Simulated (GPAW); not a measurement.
**A GW chain in GPAW: CsCu2I3 (Cmcm)**

Wanted: ground state, empty states, screening and self-energy for CsCu2I3 (Cmcm).

Method: LDA and many-body steps on it, plane waves, in GPAW 26.7.0.

## 1. Set-up

The structure is orthorhombic, space group Cmcm (No. 63). Conventional cell: a = 10.548 Å, b = 13.172 Å, c = 6.097 Å, α = 90.00°, β = 90.00°, γ = 90.00°. Nearest to Cs lie 10 I at 3.88 to 4.47 Å. Cu has 4 I at 2.60 to 2.70 Å nearest. I has 4 Cu at 2.70 Å and 2 Cs at 4.09 Å nearest. Nearest to I lie 2 Cu at 2.60 Å and 4 Cs at 3.88 to 4.47 Å. Farther neighbours and most contacts between anions are not listed.

Structure file:

```
Cs Cu I
1.0
     5.27395   -6.58625    0.00000
     5.27395    6.58625    0.00000
     0.00000    0.00000    6.09718
Cs Cu I
2 4 6
Direct
  0.32780 0.67220 0.25000
  0.67220 0.32780 0.75000
  0.85100 0.85100 0.00000
  0.14900 0.14900 0.50000
  0.14900 0.14900 0.00000
  0.85100 0.85100 0.50000
  0.87960 0.12040 0.25000
  0.12040 0.87960 0.75000
  0.83600 0.59800 0.25000
  0.16400 0.40200 0.75000
  0.59800 0.83600 0.75000
  0.40200 0.16400 0.25000
```

The cell and positions come from the Crystallography Open Database and are kept as given unless a step says otherwise. Spin-orbit coupling is left out unless a step names it.

## 2. Ground state

This step: GPAW 26.7.0; DFT, LDA, plane waves, PAW.

The ground-state density comes first.

File run.py:

```python
import json
import numpy as np
from gpaw.mpi import world
from ase import Atoms
from gpaw import GPAW, PW, FermiDirac

atoms = Atoms(['Cs', 'Cs', 'Cu', 'Cu', 'Cu', 'Cu', 'I', 'I', 'I', 'I', 'I', 'I'],
    cell=[[5.2739500000, -6.5862500000, 0.0000000000],
      [5.2739500000, 6.5862500000, 0.0000000000],
      [0.0000000000, 0.0000000000, 6.0971800000]],
    scaled_positions=[[0.3278000000, 0.6722000000, 0.2500000000],
      [0.6722000000, 0.3278000000, 0.7500000000],
      [0.8510000000, 0.8510000000, 0.0000000000],
      [0.1490000000, 0.1490000000, 0.5000000000],
      [0.1490000000, 0.1490000000, 0.0000000000],
      [0.8510000000, 0.8510000000, 0.5000000000],
      [0.8796000000, 0.1204000000, 0.2500000000],
      [0.1204000000, 0.8796000000, 0.7500000000],
      [0.8360000000, 0.5980000000, 0.2500000000],
      [0.1640000000, 0.4020000000, 0.7500000000],
      [0.5980000000, 0.8360000000, 0.7500000000],
      [0.4020000000, 0.1640000000, 0.2500000000]],
    pbc=(True, True, True))
calc = GPAW(mode=PW(600),
    xc='LDA',
    kpts={'size': (4, 4, 4), 'gamma': True},
    occupations=FermiDirac(0.001),
    nbands=-12,
    convergence={'density': 1e-6, 'bands': -3},
    maxiter=100,
    txt='gs.txt')
atoms.calc = calc
res = {'energy': atoms.get_potential_energy()}
kpts = calc.get_ibz_k_points()
res['kpts'] = kpts
res['eigenvalues'] = [calc.get_eigenvalues(kpt=k) for k in range(len(kpts))]
res['n_electrons'] = calc.get_number_of_electrons()
calc.write('gs.gpw')

if world.rank == 0:
    with open('result.json', 'w') as f:
        json.dump(res, f, default=lambda x: x.tolist())
```

On the command line:

```console
$ mpirun -n 8 gpaw python run.py
```

Output:

```text
__  _  _
 | _ |_)|_||  |
 |__||  | ||/\| - 26.7.0

Input parameters:
  mode=PW(ecut=600.0),
  convergence={'density': 1e-06, 'bands': -3},
  kpts=MonkhorstPack(size=(4, 4, 4), gamma=True),
  maxiter=100,
  nbands=-12,
  occupations=Occupations(name='fermi-dirac', width=0.001, fixmagmom=False),
  xc=XC(name='LDA')
  [... matrices ...]
Diagonalizing LCAO Hamiltonian
Converting LCAO to pw mode

                       I

               I          I

          Cu      Cs         Cu
                     Cs

             I          I
          Cu                 Cu
                I

Atoms  # Å, Bohr magnetons
|    | symbol |        x |         y |        z |    initial magnetic moments |
|  0 |     Cs | 5.273950 |  2.268305 | 1.524295 | ( 0.0000,  0.0000,  0.0000) |
|  1 |     Cs | 5.273950 | -2.268304 | 4.572885 | ( 0.0000,  0.0000,  0.0000) |
|  2 |     Cu | 8.976263 |  0.000000 | 0.000000 | ( 0.0000,  0.0000,  0.0000) |
|  3 |     Cu | 1.571637 |  0.000000 | 3.048590 | ( 0.0000,  0.0000,  0.0000) |
|  4 |     Cu | 1.571637 |  0.000000 | 0.000000 | ( 0.0000,  0.0000,  0.0000) |
|  5 |     Cu | 8.976263 |  0.000000 | 3.048590 | ( 0.0000,  0.0000,  0.0000) |
|  6 |      I | 5.273950 | -5.000281 | 1.524295 | ( 0.0000,  0.0000,  0.0000) |
|  7 |      I | 5.273950 |  5.000281 | 4.572885 | ( 0.0000,  0.0000,  0.0000) |
|  8 |      I | 7.562844 | -1.567528 | 1.524295 | ( 0.0000,  0.0000,  0.0000) |
|  9 |      I | 2.985056 |  1.567528 | 4.572885 | ( 0.0000,  0.0000,  0.0000) |
| 10 |      I | 7.562844 |  1.567527 | 4.572885 | ( 0.0000,  0.0000,  0.0000) |
| 11 |      I | 2.985056 | -1.567528 | 1.524295 | ( 0.0000,  0.0000,  0.0000) |

Unit cell  # Å
| periodic |        x |         y |        z |  lengths |     angles |
|      yes | 5.273950 | -6.586250 | 0.000000 | 8.437609 |  90.000000 |
|      yes | 5.273950 |  6.586250 | 0.000000 | 8.437609 |  90.000000 |
|      yes | 0.000000 |  0.000000 | 6.097180 | 6.097180 | 102.627889 |

Number of symmetries: 4
Symmetry operations  # r_c * U_cc + t_c -> r_c
|   | kind |            matrix            |
| 0 |  E   |  1, 0, 0,  0, 1, 0,  0, 0, 1 |
| 1 |  C2  |  0, 1, 0,  1, 0, 0,  0, 0,-1 |
| 2 |  σ   |  0,-1, 0, -1, 0, 0,  0, 0, 1 |
| 3 |  i   | -1, 0, 0,  0,-1, 0,  0, 0,-1 |

BZ-sampling:
  Number of BZ points: 64
  Number of IBZ points: 24

  Monkhorst-Pack size: [4, 4, 4]
  Monkhorst-Pack shift: [0.125, 0.125, 0.125]

K-points  # in reciprocal-cell coordinates
|     |                                coordinates |     weight |
|   0 | (  0.00000000,   0.00000000,   0.00000000) | 0.01562500 |
|   1 | (  0.00000000,   0.00000000,   0.25000000) | 0.03125000 |
|   2 | (  0.00000000,   0.00000000,   0.50000000) | 0.01562500 |
|   3 | (  0.25000000,  -0.25000000,  -0.25000000) | 0.03125000 |
|   4 | (  0.25000000,  -0.25000000,   0.00000000) | 0.03125000 |
|   5 | (  0.25000000,  -0.25000000,   0.25000000) | 0.03125000 |
|   6 | (  0.25000000,  -0.25000000,   0.50000000) | 0.03125000 |
|   7 | (  0.25000000,   0.00000000,  -0.25000000) | 0.06250000 |
|   8 | (  0.25000000,   0.00000000,   0.00000000) | 0.06250000 |
|   9 | (  0.25000000,   0.00000000,   0.25000000) | 0.06250000 |
| ... |                                            |            |
|  23 | (  0.50000000,   0.50000000,   0.50000000) | 0.01562500 |

Plane wave coefficients: 14174
Cutoff: 600.0 eV

Spin-components: 1 (collinear spins)
Bands:           64
Projectors:      64
Spin-degeneracy: 2
Datatype:        complex128

  Storage: CPU
  Wave functions: 347_283_456 bytes (43_410_432 per core)
  Projectors: 200_773_248 bytes (25_096_656 per core)
  [... matrices ...]
Parallelization:
  kpt:    8
  domain: 1
  band:   1

Density:
  Valence electrons: 104.0
  Components: 1
  Grid points: [48 48 35]
  Charge: 0.0  # |e|

Potential:
  Grid points: [48 48 35]

species:
  Cs:
    name:    Caesium
    Z:       55.0
    valence: 9
    core:    46
    charge:  0.0  # [|e|]
    compensation charges:
      type: gauss
      rc: 0.33  # [Å]
      lmax: 2
    cutoffs:
      filter: 2.06  # [Å]
      core: 2.51  # [Å]
    projectors
    | kind |    occ | energy [eV] | rcut [Å] |
    |   5s |  2.000 |     -26.872 |    1.164 |
    |   6s |  1.000 |      -2.224 |    1.164 |
    |   5p |  6.000 |     -13.611 |    1.058 |
    |    p |        |      13.601 |    1.058 |
    |    d |        |       0.000 |    1.058 |

    Using partial waves for Cs as LCAO basis

  Cu:
    name:    Copper
    Z:       29.0
    valence: 11
    core:    18
    charge:  0.0  # [|e|]
    compensation charges:
      type: gauss
      rc: 0.33  # [Å]
      lmax: 2
    cutoffs:
      filter: 2.06  # [Å]
      core: 2.43  # [Å]
    projectors
    | kind |    occ | energy [eV] | rcut [Å] |
    |   4s |  1.000 |      -4.857 |    1.164 |
    |   4p |  0.000 |      -0.783 |    1.164 |
    |   3d | 10.000 |      -5.324 |    1.058 |
    |    s |        |      22.354 |    1.164 |
    |    p |        |      26.429 |    1.164 |
    |    d |        |      21.887 |    1.058 |

    Using partial waves for Cu as LCAO basis

  I:
    name:    Iodine
    Z:       53.0
    valence: 7
    core:    46
    charge:  0.0  # [|e|]
    compensation charges:
      type: gauss
      rc: 0.37  # [Å]
      lmax: 2
    cutoffs:
      filter: 2.06  # [Å]
      core: 2.90  # [Å]
    projectors
    | kind |    occ | energy [eV] | rcut [Å] |
    |   5s |  2.000 |     -17.626 |    1.164 |
    |   5p |  5.000 |      -7.241 |    1.164 |
    |    s |        |       9.585 |    1.164 |
    |    p |        |      19.970 |    1.164 |
    |    d |        |       0.000 |    1.164 |

    Using partial waves for I as LCAO basis

Reference energy: -1763373.830093  # eV

eigensolver:
  PPCG
  Converge bands: -3
  niter=2

density mixing:
  MSR1-Mixer
  Pratt-step length: 0.05
  Maximum mixing coefficient: 0.75
  Old densities: 10
  SVD Regularization: 0.005
  Good broyden scale: 1.0
  Trust region scale: 1.0
  Backstep threshold: 4.0
  History deletion threshold: 6.0
  Fourier metric: weight=20.0, sigma=0.015

occupation numbers:
  Fermi-Dirac:
    width: 0.0010  # eV

poisson solver:
  ecut: 4800.0  # eV

xc functional:
  name: None

Initialization done in: 2.375 s

convergence criteria:
- Maximum integral of absolute [dens]ity change: 1e-06 electrons / valence electron
- Maximum [total energy] change in last 3 cyles: 0.0005 eV / valence electron
- Maximum integral of absolute [eigenst]ate change: 4e-08 eV^2 / valence electron
maximum number of iterations: 100

SCF iterations
|iter     |     time |      energy | eigst |  dens |
|iter:   1|  |  -40.979388 | +0.74 |       |
|iter:   2|  |  -40.481917 | -0.63 | -1.30 |
|iter:   3|  |  -39.601112 | -0.86 | -1.38 |
|iter:   4|  |  -39.543648 | -1.69 | -1.75 |
|iter:   5|  |  -39.512139 | -1.95 | -1.92 |
|iter:   6|  |  -39.510711c| -2.20 | -2.46 |
|iter:   7|  |  -39.510654c| -2.63 | -3.12 |
|iter:   8|  |  -39.510647c| -3.31 | -3.62 |
|iter:   9|  |  -39.510650c| -3.69 | -3.96 |
|iter:  10|  |  -39.510650c| -3.97 | -4.44 |
|iter:  11|  |  -39.510650c| -3.82 | -4.85 |
|iter:  12|  |  -39.510650c| -3.96 | -5.29 |
|iter:  13|  |  -39.510650c| -4.20 | -5.62 |
|iter:  14|  |  -39.510650c| -4.68 | -6.16c|
|iter:  15|  |  -39.510650c| -5.08 | -6.70c|
|iter:  16|  |  -39.510650c| -5.14 | -7.22c|
|iter:  17|  |  -39.510650c| -5.50 | -7.66c|
|iter:  18|  |  -39.510650c| -5.76 | -8.10c|
|iter:  19|  |  -39.510650c| -5.92 | -8.43c|
|iter:  20|  |  -39.510650c| -6.36 | -8.69c|
|iter:  21|  |  -39.510650c| -6.70 | -8.71c|
|iter:  22|  |  -39.510650c| -6.92 | -9.18c|
|iter:  23|  |  -39.510650c| -7.25 | -9.01c|
|iter:  24|  |  -39.510650c| -7.45c| -9.57c|

Converged in 24 steps
SCF loop duration: 100.222 s (4.176 s/step)
Energy contributions relative to reference atoms: (reference = -1763373.830093)
  [... matrices ...]
Energy contributions:
  Kinetic:           7.158545
  Coulomb:         -11.089665
  Zero:             -0.186115
  External:          0.000000
  Xc:              -35.393415
  Entropy:          -0.000000
  Spinorbit:         0.000000
  ----------------------------
  Free energy:     -39.510650
  Extrapolated:    -39.510650

dipole moment: (0.000258, -0.000000, -26.007581)  # |e|*Ang

Fermi level: 4.946
Eigenvalues  # (at kpt = [0.000, 0.000, 0.000])
| band index |      eig [eV] | occ [0-2] |
|          0 |       -18.085 |     2.000 |
|        ... |               |           |
|         44 |         2.624 |     2.000 |
|         45 |         2.631 |     2.000 |
|         46 |         2.669 |     2.000 |
|         47 |         2.765 |     2.000 |
|         48 |         2.832 |     2.000 |
|         49 |         3.291 |     2.000 |
|         50 |         3.309 |     2.000 |
|         51 |         3.499 |     2.000 |
|         52 |         5.281 |     0.000 |
[...]
|         56 |         6.645 |     0.000 |
|         57 |         6.684 |     0.000 |
|         58 |         6.889 |     0.000 |
|         59 |         7.130 |     0.000 |
|        ... |               |           |
|         63 |         8.168 |     0.000 |

Gap: 1.781 eV
Transition (v -> c):
  (s=0, k=0, n=51, [0.00, 0.00, 0.00]) -> (s=0, k=0, n=52, [0.00, 0.00, 0.00])
No difference between direct/indirect transitions
# Writing to gs.gpw (mode='')
  [... matrices ...]
```

Wall time 1.7 min (8 MPI ranks of Arm Neoverse V2, shared host); peak memory 3.2 GiB; 14 min of CPU time.

This step gave:

```
total energy               : -39.51 eV
gap                        : 1.781 eV
k of the valence top       : 0, 0, 0
k of the conduction bottom : 0, 0, 0
least direct gap           : 1.781 eV
```

The gap is direct, at Γ.

## 3. Bands along the symmetry lines

The cheap functional maps the bands first; the places of the edges decide which points the dearer methods must see.

File run.py:

```python
import json
import numpy as np
from gpaw.mpi import world
from gpaw import GPAW

path = [[0.000000, 0.000000, 0.000000],
    [-0.062500, 0.062500, 0.000000],
    [-0.125000, 0.125000, 0.000000],
    [-0.187500, 0.187500, 0.000000],
    [-0.250000, 0.250000, 0.000000],
    [-0.312500, 0.312500, 0.000000],
    [-0.375000, 0.375000, 0.000000],
    [-0.437500, 0.437500, 0.000000],
    [-0.500000, 0.500000, 0.000000],
    [-0.488788, 0.511212, 0.000000],
    [-0.477575, 0.522425, 0.000000],
    [-0.466363, 0.533637, 0.000000],
    [-0.455150, 0.544850, 0.000000],
    [-0.443938, 0.556062, 0.000000],
    [-0.432726, 0.567274, 0.000000],
    [-0.421513, 0.578487, 0.000000],
    [-0.410301, 0.589699, 0.000000],
    [0.410301, 0.410301, 0.000000],
    [0.359013, 0.359013, 0.000000],
    [0.307726, 0.307726, 0.000000],
    [0.256438, 0.256438, 0.000000],
    [0.205150, 0.205150, 0.000000],
    [0.153863, 0.153863, 0.000000],
    [0.102575, 0.102575, 0.000000],
    [0.051288, 0.051288, 0.000000],
    [0.000000, 0.000000, 0.000000],
    [0.000000, 0.000000, 0.062500],
    [0.000000, 0.000000, 0.125000],
    [0.000000, 0.000000, 0.187500],
    [0.000000, 0.000000, 0.250000],
    [0.000000, 0.000000, 0.312500],
    [0.000000, 0.000000, 0.375000],
    [0.000000, 0.000000, 0.437500],
    [0.000000, 0.000000, 0.500000],
    [0.051288, 0.051288, 0.500000],
    [0.102575, 0.102575, 0.500000],
    [0.153863, 0.153863, 0.500000],
    [0.205150, 0.205150, 0.500000],
    [0.256438, 0.256438, 0.500000],
    [0.307726, 0.307726, 0.500000],
    [0.359013, 0.359013, 0.500000],
    [0.410301, 0.410301, 0.500000],
    [-0.410301, 0.589699, 0.500000],
    [-0.421513, 0.578487, 0.500000],
    [-0.432726, 0.567274, 0.500000],
    [-0.443938, 0.556062, 0.500000],
    [-0.455150, 0.544850, 0.500000],
    [-0.466363, 0.533637, 0.500000],
    [-0.477575, 0.522425, 0.500000],
    [-0.488788, 0.511212, 0.500000],
    [-0.500000, 0.500000, 0.500000],
    [-0.500000, 0.500000, 0.437500],
    [-0.500000, 0.500000, 0.375000],
    [-0.500000, 0.500000, 0.312500],
    [-0.500000, 0.500000, 0.250000],
    [-0.500000, 0.500000, 0.187500],
    [-0.500000, 0.500000, 0.125000],
    [-0.500000, 0.500000, 0.062500],
    [-0.500000, 0.500000, 0.000000],
    [0.000000, 0.000000, 0.000000],
    [0.000000, 0.062500, 0.000000],
    [0.000000, 0.125000, 0.000000],
    [0.000000, 0.187500, 0.000000],
    [0.000000, 0.250000, 0.000000],
    [0.000000, 0.312500, 0.000000],
    [0.000000, 0.375000, 0.000000],
    [0.000000, 0.437500, 0.000000],
    [0.000000, 0.500000, 0.000000],
    [0.000000, 0.500000, 0.062500],
    [0.000000, 0.500000, 0.125000],
    [0.000000, 0.500000, 0.187500],
    [0.000000, 0.500000, 0.250000],
    [0.000000, 0.500000, 0.312500],
    [0.000000, 0.500000, 0.375000],
    [0.000000, 0.500000, 0.437500],
    [0.000000, 0.500000, 0.500000],
    [0.000000, 0.437500, 0.500000],
    [0.000000, 0.375000, 0.500000],
    [0.000000, 0.312500, 0.500000],
    [0.000000, 0.250000, 0.500000],
    [0.000000, 0.187500, 0.500000],
    [0.000000, 0.125000, 0.500000],
    [0.000000, 0.062500, 0.500000],
    [0.000000, 0.000000, 0.500000],
    [-0.062500, 0.062500, 0.500000],
    [-0.125000, 0.125000, 0.500000],
    [-0.187500, 0.187500, 0.500000],
    [-0.250000, 0.250000, 0.500000],
    [-0.312500, 0.312500, 0.500000],
    [-0.375000, 0.375000, 0.500000],
    [-0.437500, 0.437500, 0.500000],
    [-0.500000, 0.500000, 0.500000]]
calc = GPAW('gs.gpw').fixed_density(kpts=path,
    symmetry='off',
    nbands=62,
    convergence={'bands': 58},
    txt='bands.txt')
res = {}
kpts = calc.get_ibz_k_points()
res['kpts'] = kpts
res['eigenvalues'] = [calc.get_eigenvalues(kpt=k) for k in range(len(kpts))]
res['n_electrons'] = calc.get_number_of_electrons()

if world.rank == 0:
    with open('result.json', 'w') as f:
        json.dump(res, f, default=lambda x: x.tolist())
```

On the command line:

```console
$ mpirun -n 8 gpaw python run.py
```

Output:

```text
Diagonalizing LCAO Hamiltonian
Converting LCAO to pw mode
convergence criteria:
- Maximum integral of absolute [eigenst]ate change: 4e-08 eV^2 / valence electron
maximum number of iterations: 100

SCF iterations
|iter     |     time |      energy | eigst |  dens |
|iter:   1|  |             | +0.67 |       |
|iter:   2|  |             | -0.14 |       |
|iter:   3|  |             | -0.77 |       |
[...]
|iter:  29|  |             | -7.20 |       |
|iter:  30|  |             | -7.30 |       |
|iter:  31|  |             | -7.41c|       |
SCF steps: 31
  __  _  _
 | _ |_)|_||  |
 |__||  | ||/\| - 26.7.0

Input parameters:
  mode=PW(ecut=600.0),
  convergence={'bands': 58},
  gpts=array([48, 48, 35]),
  kpts=KPoints(kpts=array([[ 0.      ,  0.      ,  0.      ],
         [-0.0625  ,  0.0625  ,  0.      ],
         [-0.125   ,  0.125   ,  0.      ],
         [-0.1875  ,  0.1875  ,  0.      ],
[...]
[-0.488788,  0.511212,  0.      ],
         [-0.477575,  0.522425,  0.      ],
         [-0.466363,  0.533637,  0.      ],
[...]
[ 0.410301,  0.410301,  0.      ],
         [ 0.359013,  0.359013,  0.      ],
         [ 0.307726,  0.307726,  0.      ],
[...]
[ 0.20515 ,  0.20515 ,  0.      ],
[...]
[ 0.      ,  0.      ,  0.      ],
         [ 0.      ,  0.      ,  0.0625  ],
[...]
[ 0.359013,  0.359013,  0.5     ],
         [ 0.410301,  0.410301,  0.5     ],
[...]
[-0.477575,  0.522425,  0.5     ],
         [-0.488788,  0.511212,  0.5     ],
[...]
[ 0.      ,  0.0625  ,  0.5     ],
         [ 0.      ,  0.      ,  0.5     ],
[...]
[-0.375   ,  0.375   ,  0.5     ],
         [-0.4375  ,  0.4375  ,  0.5     ],
         [-0.5     ,  0.5     ,  0.5     ]])),
  maxiter=100,
  nbands=62,
  occupations=Occupations(name='fermi-dirac', width=0.001, fixmagmom=False),
  parallel={},
  symmetry=Symmetry(point_group=False, time_reversal=False),
  xc=XC(name='LDA')
```

It took 6.9 min on 8 MPI ranks; peak memory 4.8 GiB; 55 min of CPU time.

This step gave:

| Item | Value |
| --- | --- |
| gap | 1.781 eV |
| k of the valence top | 0, 0, 0 |
| k of the conduction bottom | 0, 0, 0 |
| least direct gap | 1.781 eV |

The gap is 1.781 eV, as in the run before at this level.

Electronic bands along the path, in eV, zero at the top of the highest filled band:

```
     point  band 49  band 50  band 51  band 52  band 53  band 54  band 55  band 56
         Γ    -0.67    -0.21    -0.19     0.00     1.78     2.90     2.99     2.99
   halfway    -0.70    -0.55    -0.20    -0.12     2.50     3.02     3.20     3.26
         Y    -0.75    -0.73    -0.25    -0.21     3.05     3.25     3.42     3.52
   halfway    -0.75    -0.70    -0.25    -0.22     3.05     3.25     3.41     3.54
        C0    -0.74    -0.65    -0.26    -0.23     3.06     3.27     3.39     3.62
jump to Σ0    -0.74    -0.65    -0.26    -0.23     3.06     3.27     3.39     3.62
   halfway    -0.60    -0.36    -0.27    -0.24     2.55     3.02     3.21     3.32
         Γ    -0.67    -0.21    -0.19     0.00     1.78     2.90     2.99     2.99
   halfway    -0.57    -0.41    -0.26    -0.11     2.46     2.77     3.11     3.16
         Z    -0.41    -0.41    -0.37    -0.37     2.57     2.57     2.83     2.83
   halfway    -0.47    -0.47    -0.38    -0.38     2.95     2.95     3.12     3.12
        A0    -0.48    -0.48    -0.33    -0.33     3.60     3.60     3.68     3.68
jump to E0    -0.48    -0.48    -0.33    -0.33     3.60     3.60     3.68     3.68
   halfway    -0.47    -0.47    -0.33    -0.33     3.64     3.64     3.79     3.79
         T    -0.46    -0.46    -0.33    -0.33     3.64     3.64     3.85     3.85
   halfway    -0.70    -0.65    -0.34    -0.22     3.38     3.49     3.52     3.97
         Y    -0.75    -0.73    -0.25    -0.21     3.05     3.25     3.42     3.52
 jump to Γ    -0.67    -0.21    -0.19     0.00     1.78     2.90     2.99     2.99
   halfway    -0.59    -0.43    -0.22    -0.09     2.27     3.04     3.11     3.15
         S    -0.67    -0.50    -0.26    -0.12     2.85     3.13     3.21     3.25
   halfway    -0.53    -0.51    -0.23    -0.18     2.64     3.07     3.19     3.39
         R    -0.42    -0.42    -0.38    -0.38     3.00     3.00     3.46     3.46
   halfway    -0.45    -0.45    -0.38    -0.38     2.79     2.79     3.09     3.09
         Z    -0.41    -0.41    -0.37    -0.37     2.57     2.57     2.83     2.83
   halfway    -0.42    -0.42    -0.40    -0.40     3.07     3.07     3.33     3.33
         T    -0.46    -0.46    -0.33    -0.33     3.64     3.64     3.85     3.85
```

[end of part 1 of 2]

[Paths, hosts, dates, memory and timing lines, banners, echoed tables and standing remarks are left out of the program output.]

[Logs are printed without paths, hosts, clocks, repeated set-up lines and the standing remarks that a program may print on its own settings, such as how far it seeks lower states.]

[Runs of the session that timed out or met a known fault of the program may be left out.]

[Hosts, paths, dates, database ids (printed as entryN), source tags and the programs' standing remarks are cut or masked in the printed files.]
